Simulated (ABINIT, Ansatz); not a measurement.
**BaSi3 (Pm-3m): zone-centre phonons**

Aim: the zone-centre modes of BaSi3 (Pm-3m).

Program: ABINIT 10.8.3. Level of theory: DFT LDA, scalar-relativistic, plane waves, PseudoDojo norm-conserving pseudopotentials. Results are calculated unless marked as measured.

The structure was built from a prototype and need not be the compound's stable phase.

## Step 1: The structure

The structure is cubic, space group Pm-3m (No. 221). Conventional cell: a = 4.389 Å, b = 4.389 Å, c = 4.389 Å, α = 90.00°, β = 90.00°, γ = 90.00°. Nearest to Ba lie 12 Si at 3.10 Å. Nearest to Si lie 8 Si at 3.10 Å and 4 Ba at 3.10 Å. Farther neighbours are not listed.

## Step 2: Relaxing the cell and atoms

The harmonic expansion needs vanishing forces, and a free crystal bears no stress, so cell and atoms are brought to rest. Stress is more sensitive to the basis than forces are: the last 3 Ha under the cutoff are smoothed with ecutsm, and the cutoff is raised above that of the later runs.

The starting cell comes from a relaxation made beforehand in Ansatz (LDA, PseudoDojo NC).

The input, relax.abi:

```
# relaxation
ionmov 2
optcell 2
dilatmx 1.08
ntime 40
tolmxf 1.0d-05
tolvrs 1.0d-14
prtwf 0
prtden 0
chksymtnons 0

# basis, mesh and filling
ecut 28.0
ecutsm 3.0
ngkpt 6 6 6
nshiftk 1
shiftk 0.0 0.0 0.0
istwfk *1
occopt 7
tsmear 0.01
nband 18
nstep 100
diemac 1000000.0
prtebands 0
prtgsr 0
useylm 1

# cell and atoms
acell 3*1.0 Angstrom
rprim 
    4.389441928 0.0 0.0
    0.0 4.389441928 0.0
    0.0 0.0 4.389441928
ntypat 2
znucl 56 14
natom 4
typat 1 2 2 2
xred 
    0.0 0.0 0.0
    0.0 0.5 0.5
    0.5 0.0 0.5
    0.5 0.5 0.0
pp_dirpath "./pseudo"
pseudos "Ba.upf, Si.upf"
```

Command:

```sh
OMP_NUM_THREADS=1 mpirun -n 4 abinit relax.abi > relax.log
```

Numbers of over 12 decimals in the logs are rounded to 6 here.

relax.abo, the main output file:

```text
[banners, grids, parts of the stress and lines that vanish by symmetry left out]
- input  file    -> relax.abi
- output file    -> relax.abo
- root for input  files -> relaxi
[...]
Symmetries : space group Pm -3 m (#221); Bravais cP (primitive cubic)
[...]
mpw =        5112          nfft =       91125          nkpt =          20
[...]
== DATASET  1 ==================================================================
[...]
cutoff_energies: {ecut:  28.0, pawecutdg:  -1.0, }
[...]
ETOT  1  -40.889182108665    -4.089E+01 2.321E-02 1.319E+02
 ETOT  2  -40.916629344374    -2.745E-02 2.901E-03 1.108E+00
 ETOT  3  -40.916741279006    -1.119E-04 1.789E-03 1.460E-02
 ETOT  4  -40.916742560255    -1.281E-06 9.011E-04 2.124E-04
 ETOT  5  -40.916742579952    -1.970E-08 3.359E-04 1.332E-06
[...]
At SCF step   10       vres2   =  5.34E-17 < tolvrs=  1.00E-14 =>converged.
[...]
sigma(1 1)= -2.28768997E-05  sigma(3 2)=  0.00000000E+00
  sigma(2 2)= -2.28768997E-05  sigma(3 1)=  0.00000000E+00
  sigma(3 3)= -2.28768997E-05  sigma(2 1)=  0.00000000E+00
[...]
convergence: {deltae: -5.116E-13, res2:  5.337E-17, residm:  4.388E-05, diffor: null, }
etotal    :  -4.09167426E+01
[...]
ETOT  1  -40.916754507334    -4.092E+01 3.299E-05 1.337E-01
[...]
At SCF step    8       vres2   =  2.21E-16 < tolvrs=  1.00E-14 =>converged.
[...]
sigma(1 1)= -1.84186196E-05  sigma(3 2)=  0.00000000E+00
  sigma(2 2)= -1.84186196E-05  sigma(3 1)=  0.00000000E+00
  sigma(3 3)= -1.84186196E-05  sigma(2 1)=  0.00000000E+00
[...]
convergence: {deltae:  3.340E-13, res2:  2.206E-16, residm:  1.889E-05, diffor: null, }
etotal    :  -4.09167669E+01
[...]
ETOT  1  -40.916597532379    -4.092E+01 1.709E-05 2.327E+00
[...]
At SCF step    8       vres2   =  4.13E-15 < tolvrs=  1.00E-14 =>converged.
[...]
sigma(1 1)= -2.44709745E-07  sigma(3 2)=  0.00000000E+00
  sigma(2 2)= -2.44709745E-07  sigma(3 1)=  0.00000000E+00
  sigma(3 3)= -2.44709745E-07  sigma(2 1)=  0.00000000E+00
[...]
convergence: {deltae:  4.832E-13, res2:  4.127E-15, residm:  7.145E-06, diffor: null, }
etotal    :  -4.09168125E+01
[...]
ETOT  1  -40.916812469976    -4.092E+01 5.097E-06 4.284E-04
[...]
ETOT  6  -40.916812509687    -4.405E-13 1.781E-06 2.115E-14
 ETOT  7  -40.916812509686     5.045E-13 4.291E-06 7.298E-17
 At SCF step    7       vres2   =  7.30E-17 < tolvrs=  1.00E-14 =>converged.
[...]
sigma(1 1)= -2.70076323E-09  sigma(3 2)=  0.00000000E+00
  sigma(2 2)= -2.70076323E-09  sigma(3 1)=  0.00000000E+00
  sigma(3 3)= -2.70076322E-09  sigma(2 1)=  0.00000000E+00
[...]
convergence: {deltae:  5.045E-13, res2:  7.298E-17, residm:  4.291E-06, diffor: null, }
etotal    :  -4.09168125E+01
[...]
At Broyd/MD step   4, gradients are converged :
[...]
sigma(1 1)= -2.70076323E-09  sigma(3 2)=  0.00000000E+00
  sigma(2 2)= -2.70076323E-09  sigma(3 1)=  0.00000000E+00
  sigma(3 3)= -2.70076322E-09  sigma(2 1)=  0.00000000E+00
[...]
- sigma(1 1)= -7.94591975E-05  sigma(3 2)=  0.00000000E+00
- sigma(2 2)= -7.94591975E-05  sigma(3 1)=  0.00000000E+00
- sigma(3 3)= -7.94591972E-05  sigma(2 1)=  0.00000000E+00
[...]
fcart     -0.0000000000E+00 -0.0000000000E+00 -0.0000000000E+00
           strten     -2.7007632281E-09 -2.7007632272E-09 -2.7007632198E-09
================================================================================

[key lines of the parts left out:]
pressure_GPa:   7.9459E-05
Total energy (etotal) [Ha]= -4.09168125096862E+01
```

Wall time 62 s (4 MPI ranks of Arm Neoverse V1, shared host).

Relaxation path:

| step | energy less that of the first step (eV) | largest force (eV/Å) | volume (Å³) |
| --- | --- | --- | --- |
| 1 | 0.0000 | 0.0000 | 84.57 |
| 2 | -0.0007 | 0.0000 | 84.75 |
| 3 | -0.0019 | 0.0000 | 85.48 |
| 4 | -0.0019 | 0.0000 | 85.49 |

| conventional cell, symmetrised | before | after | change |
| --- | --- | --- | --- |
| a (Å) | 4.389 | 4.405 | +0.4 % |
| b (Å) | 4.389 | 4.405 | +0.4 % |
| c (Å) | 4.389 | 4.405 | +0.4 % |
| volume (Å³/atom) | 21.14 | 21.37 | +1.1 % |

Final coordinates:

```xyz
4
Lattice="4.4052 0.0000 0.0000 0.0000 4.4052 0.0000 0.0000 0.0000 4.4052" Properties=species:S:1:pos:R:3 pbc="T T T"
Ba    0.0000    0.0000    0.0000
Si    0.0000    2.2026    2.2026
Si    2.2026    0.0000    2.2026
Si    2.2026    2.2026    0.0000
```

Read from the output:

| Quantity | Value |
| --- | --- |
| volume per atom | 21.37 Å³ |
| pressure | 7.95e-5 GPa |
| gap on the k-mesh | 0 eV |

The volume changes by +1.1 % from the cell with which this run began.

## Step 3: Ground state

First-order wavefunctions inherit every error of the ground state, hence the very tight tolvrs. Occupations are smeared.

The input, gs.abi:

```
# ground state
tolvrs 1.0d-16
prtden 1
prtwf 1

# basis, mesh and filling
ecut 21.5
ngkpt 6 6 6
nshiftk 1
shiftk 0.0 0.0 0.0
istwfk *1
occopt 7
tsmear 0.01
nband 18
nstep 100
diemac 1000000.0
prtebands 0
prtgsr 0
useylm 1

# cell and atoms
acell 3*1.0 Angstrom
rprim 
    4.405203636 0.0 0.0
    0.0 4.405203636 0.0
    0.0 0.0 4.405203636
ntypat 2
znucl 56 14
natom 4
typat 1 2 2 2
xred 
    0.0 0.0 0.0
    0.0 0.5 0.5
    0.5 0.0 0.5
    0.5 0.5 0.0
pp_dirpath "./pseudo"
pseudos "Ba.upf, Si.upf"
```

Command:

```sh
OMP_NUM_THREADS=1 mpirun -n 4 abinit gs.abi > gs.log
```

gs.abo, the main output file:

```text
[banners, grids, parts of the stress and lines that vanish by symmetry left out]
- input  file    -> gs.abi
- output file    -> gs.abo
- root for input  files -> gsi
[...]
Symmetries : space group Pm -3 m (#221); Bravais cP (primitive cubic)
[...]
mpw =        2800          nfft =       46656          nkpt =          20
[...]
== DATASET  1 ==================================================================
[...]
cutoff_energies: {ecut:  21.5, pawecutdg:  -1.0, }
[...]
ETOT  1  -40.892501702822    -4.089E+01 3.903E-02 6.805E+01
 ETOT  2  -40.916694641492    -2.419E-02 2.186E-03 4.948E-01
 ETOT  3  -40.916789930861    -9.529E-05 2.350E-03 8.485E-03
 ETOT  4  -40.916791398190    -1.467E-06 9.481E-04 7.092E-05
 ETOT  5  -40.916791411530    -1.334E-08 7.675E-04 5.384E-07
[...]
ETOT  9  -40.916791411623     1.108E-12 2.681E-04 6.439E-15
 ETOT 10  -40.916791411624    -1.009E-12 1.014E-04 1.429E-17
 At SCF step   10       vres2   =  1.43E-17 < tolvrs=  1.00E-16 =>converged.
[...]
sigma(1 1)=  2.41097805E-07  sigma(3 2)=  0.00000000E+00
  sigma(2 2)=  2.41097805E-07  sigma(3 1)=  0.00000000E+00
  sigma(3 3)=  2.41097805E-07  sigma(2 1)=  0.00000000E+00
[...]
convergence: {deltae: -1.009E-12, res2:  1.429E-17, residm:  1.014E-04, diffor: null, }
etotal    :  -4.09167914E+01
[...]
sigma(1 1)=  2.41097805E-07  sigma(3 2)=  0.00000000E+00
  sigma(2 2)=  2.41097805E-07  sigma(3 1)=  0.00000000E+00
  sigma(3 3)=  2.41097805E-07  sigma(2 1)=  0.00000000E+00
[...]
- sigma(1 1)=  7.09334233E-03  sigma(3 2)=  0.00000000E+00
- sigma(2 2)=  7.09334233E-03  sigma(3 1)=  0.00000000E+00
- sigma(3 3)=  7.09334233E-03  sigma(2 1)=  0.00000000E+00
[...]
fcart     -0.0000000000E+00 -0.0000000000E+00 -0.0000000000E+00
           strten      2.4109780528E-07  2.4109780528E-07  2.4109780528E-07
================================================================================

[key lines of the parts left out:]
pressure_GPa:  -7.0933E-03
```

Run time: 10 s. Hardware: 4 MPI ranks; 41 s of CPU time.

Read from the output:

```
pressure : -0.007093 GPa
```

The cell stands at -0.0071 GPa, close enough for phonons.

[end of part 1 of 3]

[Host names and launcher messages were left out of these logs when they were recorded.]

[Logs are printed without paths, hosts, clocks, repeated set-up lines and the standing remarks that a program may print on its own settings, such as how far it seeks lower states.]

[Hosts, paths, dates, database ids (printed as entryN), source tags and the programs' standing remarks are cut or masked in the printed files.]
